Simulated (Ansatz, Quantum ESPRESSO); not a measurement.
# Evanescent states of C, diamond type, lattice constant set to 3.57 Å, part 2 of 3

Wanted: the complex band structure of C, diamond type, lattice constant set to 3.57 Å, as for a tunnel barrier.

Quantum ESPRESSO 7.5; plane-wave DFT, PBE, GBRV ultrasoft pseudopotentials; cross-check by Ansatz 0.2.0 with PAW datasets.

So far. Step 2 (SCF with pw.x): The run needed 7 iterations to bring the estimated error under 1e-09 Ry.

## Step 3: Complex bands with pwcond.x

Level of this step: complex band structure by pwcond; plane-wave DFT, PBE, GBRV ultrasoft pseudopotentials (Quantum ESPRESSO).

ikind = 0 solves one period of the crystal for all kz, real and complex, at each energy and k across. ewind and epsproj trim the two-dimensional plane-wave basis; nz1 sets the subslabs.

File cbs.in:

```
&inputcond
  outdir = './out'
  prefixl = 'scf'
  band_file = 'cbs'
  ikind = 0
  ewind = 4.0
  epsproj = 1e-05
  nz1 = 7
  energy0 = 4.48
  denergy = -0.16
/
4
  0.00000000 0.00000000 1.00000000
  0.50000000 0.00000000 1.00000000
  0.50000000 0.50000000 1.00000000
  0.25000000 0.00000000 1.00000000
41
```

The run is started by

```
$ OMP_NUM_THREADS=1 mpirun -n 2 pwcond.x -in cbs.in > cbs.out
```

What it wrote:

```text
[banner, memory and clock lines left out]
Program PWCOND v.7.5 starts

          URL

     ./out/scf.save/

     IMPORTANT: XC functional enforced from input :
     Exchange-correlation= PBE
                           (   1   4   3   4   0   0   0)
     Any further DFT definition will be discarded
     Please, verify this is what you really want

     Reading collected, re-writing distributed wavefunctions

===== INPUT FILE containing the left lead =====

     GEOMETRY:

     lattice parameter (alat)  =       4.7704  a.u.
     the volume                =     153.5222 (a.u.)^3
     the cross section         =      22.7564 (a.u.)^2
     l of the unit cell        =       1.4142 (alat)
     number of atoms/cell      =            4
     number of atomic types    =            1

     crystal axes: (cart. coord. in units of alat)
               a(1) = (  1.0000  0.0000  0.0000 )
               a(2) = (  0.0000  1.0000  0.0000 )
               a(3) = (  0.0000  0.0000  1.4142 )

   Cartesian axes

     site n.     atom                  positions (alat units)
          1        C      tau(  1)=(  0.0000  0.0000  1.4142  )
          2        C      tau(  2)=(  0.5000  0.0000  0.3536  )
          3        C      tau(  3)=(  0.5000  0.5000  0.7071  )
          4        C      tau(  4)=(  0.0000  0.5000  1.0607  )

     nr1s                      =           20
     nr2s                      =           20
     nr3s                      =           27
     nr1sx                     =           20
     nr2sx                     =           20
     nr3sx                     =           27
     nr1                       =           24
     nr2                       =           24
     nr3                       =           32
     nr1x                      =           24
     nr2x                      =           24
     nr3x                      =           32

 _______________________________
  Radii of nonlocal spheres:

     type       ibeta     ang. mom.          radius (alat units)
       C          1         0                    0.2762
       C          2         0                    0.2762
       C          3         1                    0.2762
       C          4         1                    0.2762
----- General information -----

----- Complex band structure calculation -----

     nrx                       =           20
     nry                       =           20
     nz1                       =            7

     energy0               =         4.5E+00
     denergy               =        -1.6E-01
     nenergy               =         41
     ecut2d                =         4.0E+01
     ewind                 =         4.0E+00
     epsproj               =         1.0E-05

     number of k_|| points=    4
                       cryst. coord.
        k(    1) = (   0.0000000   0.0000000), wk =   0.2500000
        k(    2) = (   0.5000000   0.0000000), wk =   0.2500000
        k(    3) = (   0.5000000   0.5000000), wk =   0.2500000
        k(    4) = (   0.2500000   0.0000000), wk =   0.2500000
----- Information about left lead -----

     nocros                   =            8
     noins                    =           24
     norb                     =           40
     norbf                    =           40
     nrz                      =           27

      iorb      type   ibeta   ang. mom.   m       position (alat)
        1        1       1        0        1   taunew(   1)=(  0.0000  0.0000  0.0000)
        2        1       2        0        1   taunew(   2)=(  0.0000  0.0000  0.0000)
        3        1       3        1        1   taunew(   3)=(  0.0000  0.0000  0.0000)
        4        1       3        1        2   taunew(   4)=(  0.0000  0.0000  0.0000)
        5        1       3        1        3   taunew(   5)=(  0.0000  0.0000  0.0000)
        6        1       4        1        1   taunew(   6)=(  0.0000  0.0000  0.0000)
        7        1       4        1        2   taunew(   7)=(  0.0000  0.0000  0.0000)
        8        1       4        1        3   taunew(   8)=(  0.0000  0.0000  0.0000)
        9        1       1        0        1   taunew(   9)=(  0.5000  0.0000  0.3536)
       10        1       2        0        1   taunew(  10)=(  0.5000  0.0000  0.3536)
       11        1       3        1        1   taunew(  11)=(  0.5000  0.0000  0.3536)
       12        1       3        1        2   taunew(  12)=(  0.5000  0.0000  0.3536)
       13        1       3        1        3   taunew(  13)=(  0.5000  0.0000  0.3536)
       14        1       4        1        1   taunew(  14)=(  0.5000  0.0000  0.3536)
       15        1       4        1        2   taunew(  15)=(  0.5000  0.0000  0.3536)
       16        1       4        1        3   taunew(  16)=(  0.5000  0.0000  0.3536)
       17        1       1        0        1   taunew(  17)=(  0.5000  0.5000  0.7071)
       18        1       2        0        1   taunew(  18)=(  0.5000  0.5000  0.7071)
       19        1       3        1        1   taunew(  19)=(  0.5000  0.5000  0.7071)
       20        1       3        1        2   taunew(  20)=(  0.5000  0.5000  0.7071)
       21        1       3        1        3   taunew(  21)=(  0.5000  0.5000  0.7071)
       22        1       4        1        1   taunew(  22)=(  0.5000  0.5000  0.7071)
       23        1       4        1        2   taunew(  23)=(  0.5000  0.5000  0.7071)
       24        1       4        1        3   taunew(  24)=(  0.5000  0.5000  0.7071)
       25        1       1        0        1   taunew(  25)=(  0.0000  0.5000  1.0607)
       26        1       2        0        1   taunew(  26)=(  0.0000  0.5000  1.0607)
       27        1       3        1        1   taunew(  27)=(  0.0000  0.5000  1.0607)
       28        1       3        1        2   taunew(  28)=(  0.0000  0.5000  1.0607)
       29        1       3        1        3   taunew(  29)=(  0.0000  0.5000  1.0607)
       30        1       4        1        1   taunew(  30)=(  0.0000  0.5000  1.0607)
       31        1       4        1        2   taunew(  31)=(  0.0000  0.5000  1.0607)
       32        1       4        1        3   taunew(  32)=(  0.0000  0.5000  1.0607)
       33        1       1        0        1   taunew(  33)=(  0.0000  0.0000  1.4142)
       34        1       2        0        1   taunew(  34)=(  0.0000  0.0000  1.4142)
       35        1       3        1        1   taunew(  35)=(  0.0000  0.0000  1.4142)
       36        1       3        1        2   taunew(  36)=(  0.0000  0.0000  1.4142)
       37        1       3        1        3   taunew(  37)=(  0.0000  0.0000  1.4142)
       38        1       4        1        1   taunew(  38)=(  0.0000  0.0000  1.4142)
       39        1       4        1        2   taunew(  39)=(  0.0000  0.0000  1.4142)
       40        1       4        1        3   taunew(  40)=(  0.0000  0.0000  1.4142)
    k slab    z(k)  z(k+1)     crossing(iorb=1,norb)
    1   0.0000 0.0524 0.0524   1111111100000000000000000000000000000000
    2   0.0524 0.1048 0.0524   1111111111111111000000000000000000000000
    3   0.1048 0.1571 0.0524   1111111111111111000000000000000000000000
    4   0.1571 0.2095 0.0524   1111111111111111000000000000000000000000
    5   0.2095 0.2619 0.0524   1111111111111111000000000000000000000000
    6   0.2619 0.3143 0.0524   1111111111111111000000000000000000000000
    7   0.3143 0.3666 0.0524   0000000011111111000000000000000000000000
    8   0.3666 0.4190 0.0524   0000000011111111000000000000000000000000
    9   0.4190 0.4714 0.0524   0000000011111111111111110000000000000000
   10   0.4714 0.5238 0.0524   0000000011111111111111110000000000000000
   11   0.5238 0.5762 0.0524   0000000011111111111111110000000000000000
   12   0.5762 0.6285 0.0524   0000000011111111111111110000000000000000
   13   0.6285 0.6809 0.0524   0000000011111111111111110000000000000000
   14   0.6809 0.7333 0.0524   0000000000000000111111110000000000000000
   15   0.7333 0.7857 0.0524   0000000000000000111111111111111100000000
   16   0.7857 0.8381 0.0524   0000000000000000111111111111111100000000
   17   0.8381 0.8904 0.0524   0000000000000000111111111111111100000000
   18   0.8904 0.9428 0.0524   0000000000000000111111111111111100000000
   19   0.9428 0.9952 0.0524   0000000000000000111111111111111100000000
   20   0.9952 1.0476 0.0524   0000000000000000000000001111111100000000
   21   1.0476 1.0999 0.0524   0000000000000000000000001111111100000000
   22   1.0999 1.1523 0.0524   0000000000000000000000001111111111111111
   23   1.1523 1.2047 0.0524   0000000000000000000000001111111111111111
   24   1.2047 1.2571 0.0524   0000000000000000000000001111111111111111
   25   1.2571 1.3095 0.0524   0000000000000000000000001111111111111111
   26   1.3095 1.3618 0.0524   0000000000000000000000001111111111111111
   27   1.3618 1.4142 0.0524   0000000000000000000000000000000011111111
 ngper, shell number =           69          13
 ngper, n2d =           69          61
---  E-Ef =    4.4800000  k =    0.0000000   0.0000000
---  ie =          1  ik =          1
 Nchannels of the left tip =            2
 Right moving states:
   k1(2pi/a)   k2(2pi/a)   E-Ef (eV)
  -0.0694775  -0.0000000   4.4800000
  -0.4858377  -0.0000000   4.4800000
 Left moving states:
   k1(2pi/a)   k2(2pi/a)   E-Ef (eV)
   0.0694775  -0.0000000   4.4800000
   0.4858377  -0.0000000   4.4800000

---  E-Ef =    4.3200000  k =    0.0000000   0.0000000
---  ie =          2  ik =          1
 Nchannels of the left tip =            2
 Right moving states:
   k1(2pi/a)   k2(2pi/a)   E-Ef (eV)
  -0.1228842  -0.0000000   4.3200000
   0.4448951  -0.0000000   4.3200000
 Left moving states:
   k1(2pi/a)   k2(2pi/a)   E-Ef (eV)
   0.1228842  -0.0000000   4.3200000
  -0.4448951  -0.0000000   4.3200000
[... further energies and points left out ...]
---  E-Ef =   -1.7600000  k =    0.2500000   0.0000000
---  ie =         40  ik =          4
 Nchannels of the left tip =            3
 Right moving states:
   k1(2pi/a)   k2(2pi/a)   E-Ef (eV)
   0.2417672  -0.0000000  -1.7600000
  -0.2524391  -0.0000000  -1.7600000
  -0.3027963   0.0000000  -1.7600000
 Left moving states:
   k1(2pi/a)   k2(2pi/a)   E-Ef (eV)
  -0.2417672  -0.0000000  -1.7600000
   0.2524391  -0.0000000  -1.7600000
   0.3027963   0.0000000  -1.7600000

---  E-Ef =   -1.9200000  k =    0.2500000   0.0000000
---  ie =         41  ik =          4
 Nchannels of the left tip =            3
 Right moving states:
   k1(2pi/a)   k2(2pi/a)   E-Ef (eV)
   0.1928069  -0.0000000  -1.9200000
  -0.2758844   0.0000000  -1.9200000
  -0.3506442   0.0000000  -1.9200000
 Left moving states:
   k1(2pi/a)   k2(2pi/a)   E-Ef (eV)
  -0.1928069  -0.0000000  -1.9200000
   0.2758844  -0.0000000  -1.9200000
   0.3506442   0.0000000  -1.9200000

Note: The following floating-point exceptions are signalling: IEEE_UNDERFLOW_FLAG
Note: The following floating-point exceptions are signalling: IEEE_UNDERFLOW_FLAG
```

Wall time 59 s (2 MPI ranks of Arm Neoverse N1, shared host); peak memory 0.09 GiB.

This step gave:

| Property | Result |
| --- | --- |
| peak of the smallest κ at the zone centre | 0.311 Å⁻¹ |
| energy of the peak at the zone centre | 2.56 eV |

K across = (0, 0) in the cell's reciprocal vectors; values within 0.0025 1/Å of each other count once, columns are sorted by size at each energy, a dash where no further value was kept. Table of Im kz of the slowest decaying states by energy, zero at the highest filled level of the SCF mesh:

```csv
energy (eV),decay 1 (Å⁻¹),decay 2 (Å⁻¹),decay 3 (Å⁻¹)
-1.92,1.51,2.37,2.75
-1.76,1.49,2.36,2.74
-1.60,1.47,2.35,2.73
-1.44,1.45,2.34,2.72
-1.28,1.43,2.33,2.71
-1.12,1.40,2.32,2.71
-0.96,1.38,2.31,2.70
-0.64,1.34,2.30,2.68
-0.48,1.32,2.29,2.67
-0.32,1.29,2.28,2.67
-0.16,1.27,2.27,2.66
0.00,0.004,0.034,1.25
0.16,0.109,0.15,1.23
0.32,0.151,0.209,1.20
0.48,0.182,0.253,1.18
0.64,0.206,0.29,1.15
0.80,0.226,0.322,1.13
0.96,0.243,0.35,1.10
1.12,0.256,0.376,1.07
1.44,0.278,0.42,1.02
1.60,0.287,0.44,0.989
1.76,0.294,0.459,0.959
1.92,0.3,0.476,0.928
2.08,0.304,0.492,0.896
2.24,0.307,0.507,0.862
2.40,0.31,0.521,0.827
2.56,0.311,0.535,0.79
2.72,0.311,0.547,0.751
2.88,0.31,0.559,0.71
3.04,0.309,0.57,0.665
3.20,0.306,0.581,0.617
3.52,0.297,0.505,0.6
3.68,0.291,0.437,0.609
3.84,0.284,0.354,0.617
4.00,0.242,0.276,0.625
4.16,0.266,0.632,2.02
4.32,0.255,0.639,2.01
4.48,0.242,0.646,2.00
```

K across = (0, 0) in the cell's reciprocal vectors. Re kz of states that move upwards against energy, zero at the highest filled level of the SCF mesh:

| energy (eV) | channel 1 (Å⁻¹) | channel 2 (Å⁻¹) | channel 3 (Å⁻¹) |
| --- | --- | --- | --- |
| -1.92 | -0.538 | -0.475 | -0.475 |
| -1.60 | -0.487 | -0.419 | -0.419 |
| -1.28 | -0.431 | -0.363 | -0.362 |
| -0.96 | -0.369 | -0.304 | -0.303 |
| -0.64 | -0.298 | -0.240 | -0.239 |
| -0.32 | -0.207 | -0.164 | -0.163 |
| -0.16 | -0.144 | -0.114 | -0.113 |
| 0.00 | -0.0114 | - | - |
| 0.16 | - | - | - |
| 0.48 | - | - | - |
| 0.80 | - | - | - |
| 1.12 | - | - | - |
| 1.44 | - | - | - |
| 1.76 | - | - | - |
| 2.08 | - | - | - |
| 2.40 | - | - | - |
| 2.72 | - | - | - |
| 2.88 | - | - | - |
| 3.20 | - | - | - |
| 3.52 | - | - | - |
| 3.84 | - | - | - |
| 4.16 | -0.387 | 0.586 | - |
| 4.48 | -0.855 | -0.122 | - |

K across = (1/2, 0) in the cell's reciprocal vectors; values within 0.0025 1/Å of each other count once, columns are sorted by size at each energy, a dash where no further value was kept. Im kz of the slowest decaying states against energy, zero at the highest filled level of the SCF mesh:

```
energy (eV)  decay 1 (Å⁻¹)  decay 2 (Å⁻¹)  decay 3 (Å⁻¹)
      -1.92          0.275          0.756           1.95
      -1.76          0.297          0.788           1.93
      -1.44          0.334          0.836            1.9
      -1.28          0.351          0.854           1.88
      -0.96           0.38          0.882           1.85
      -0.80          0.393          0.894           1.83
      -0.64          0.406          0.903           1.82
      -0.32          0.428          0.917           1.78
      -0.16          0.438          0.923           1.77
       0.00          0.447          0.927           1.75
       0.32          0.464          0.933           1.72
       0.48          0.471          0.935           1.70
       0.80          0.485          0.936           1.66
       0.96          0.491          0.935           1.64
       1.12          0.497          0.934           1.62
       1.44          0.507           0.93           1.59
       1.60          0.512          0.928           1.57
       1.76          0.516          0.924           1.55
       2.08          0.523          0.916           1.51
       2.24          0.526          0.912           1.49
       2.56           0.53          0.901           1.45
       2.72          0.532          0.895           1.43
       2.88          0.533          0.889           1.41
       3.20          0.535          0.875           1.37
       3.36          0.535          0.867           1.35
       3.52          0.535          0.859           1.33
       3.84          0.533          0.841           1.28
       4.00          0.532          0.832           1.26
       4.32          0.528          0.812           1.21
       4.48          0.525          0.801           1.19
```

K across = (1/2, 1/2) in the cell's reciprocal vectors; values within 0.0025 1/Å of each other count once, columns are sorted by size at each energy, a dash where no further value was kept. Table of Im kz of the slowest decaying states by energy, zero at the highest filled level of the SCF mesh:

```
energy (eV)  decay 1 (Å⁻¹)  decay 2 (Å⁻¹)  decay 3 (Å⁻¹)
      -1.92          0.524           2.91           3.16
      -1.60          0.525           2.90           3.15
      -1.28          0.524           2.88           3.14
      -0.96          0.522           2.87           3.12
      -0.64          0.519           2.85           3.11
      -0.32          0.513           2.84           3.10
      -0.16           0.51           2.83           3.10
       0.00          0.507           2.82           3.09
       0.16          0.502           2.81           3.08
       0.48          0.493           2.80           3.07
       0.80          0.483           2.78           3.06
       1.12           0.47           2.76           3.05
       1.44          0.456           2.75           3.03
       1.76           0.44           2.73           3.02
       2.08          0.422           2.71           3.01
       2.40          0.401           2.70           3.00
       2.72          0.378           2.68           2.98
       2.88          0.365           2.67           2.98
       3.20          0.337           2.65           2.96
       3.52          0.304           2.64           2.95
       3.84          0.266           2.62           2.94
       4.16          0.218            2.6           2.92
       4.48          0.152           2.58           2.91
```

K across = (1/4, 0) in the cell's reciprocal vectors; values within 0.0025 1/Å of each other count once, columns are sorted by size at each energy, a dash where no further value was kept. Im kz of the slowest decaying states against energy, zero at the highest filled level of the SCF mesh:

| energy (eV) | decay 1 (Å⁻¹) | decay 2 (Å⁻¹) | decay 3 (Å⁻¹) |
| --- | --- | --- | --- |
| -1.92 | 1.66 | 1.84 | 2.26 |
| -1.76 | 1.64 | 1.82 | 2.25 |
| -1.60 | 0.114 | 1.62 | 1.81 |
| -1.44 | 0.168 | 1.60 | 1.80 |
| -1.28 | 0.208 | 1.58 | 1.79 |
| -1.12 | 0.24 | 1.57 | 1.78 |
| -0.96 | 0.267 | 1.55 | 1.77 |
| -0.64 | 0.138 | 0.312 | 1.51 |
| -0.48 | 0.209 | 0.331 | 1.49 |
| -0.32 | 0.258 | 0.349 | 1.47 |
| -0.16 | 0.298 | 0.365 | 1.45 |
| 0.00 | 0.33 | 0.379 | 1.43 |
| 0.16 | 0.358 | 0.393 | 1.41 |
| 0.32 | 0.383 | 0.405 | 1.39 |
| 0.48 | 0.404 | 0.417 | 1.37 |
| 0.64 | 0.423 | 0.428 | 1.35 |
| 0.80 | 0.438 | 1.33 | 1.63 |
| 0.96 | 0.447 | 0.455 | 1.31 |
| 1.12 | 0.455 | 0.469 | 1.29 |
| 1.44 | 0.47 | 0.492 | 1.25 |
| 1.60 | 0.477 | 0.501 | 1.22 |
| 1.76 | 0.483 | 0.51 | 1.20 |
| 1.92 | 0.489 | 0.517 | 1.18 |
| 2.08 | 0.494 | 0.523 | 1.16 |
| 2.24 | 0.498 | 0.528 | 1.13 |
| 2.40 | 0.502 | 0.532 | 1.11 |
| 2.56 | 0.505 | 0.536 | 1.08 |
| 2.72 | 0.508 | 0.538 | 1.06 |
| 2.88 | 0.51 | 0.539 | 1.03 |
| 3.04 | 0.512 | 0.54 | 1.00 |
| 3.20 | 0.514 | 0.539 | 0.975 |
| 3.52 | 0.515 | 0.536 | 0.916 |
| 3.68 | 0.515 | 0.532 | 0.885 |
| 3.84 | 0.515 | 0.528 | 0.852 |
| 4.00 | 0.514 | 0.523 | 0.818 |
| 4.16 | 0.512 | 0.516 | 0.782 |
| 4.32 | 0.508 | 0.744 | 1.35 |
| 4.48 | 0.5 | 0.507 | 0.703 |

(Part 2 of 3 ends here.)

[Logs are printed without paths, hosts, clocks, repeated set-up lines and the standing remarks that a program may print on its own settings, such as how far it seeks lower states.]

[Hosts, paths, dates, database ids (printed as entryN), source tags and the programs' standing remarks are cut or masked in the printed files.]

[Maps of the electrostatic potential energy from Ansatz leave out the sawtooth potential of an applied field or a dipole correction, so their vacuum need not be flat; planar profiles and work functions include it.]
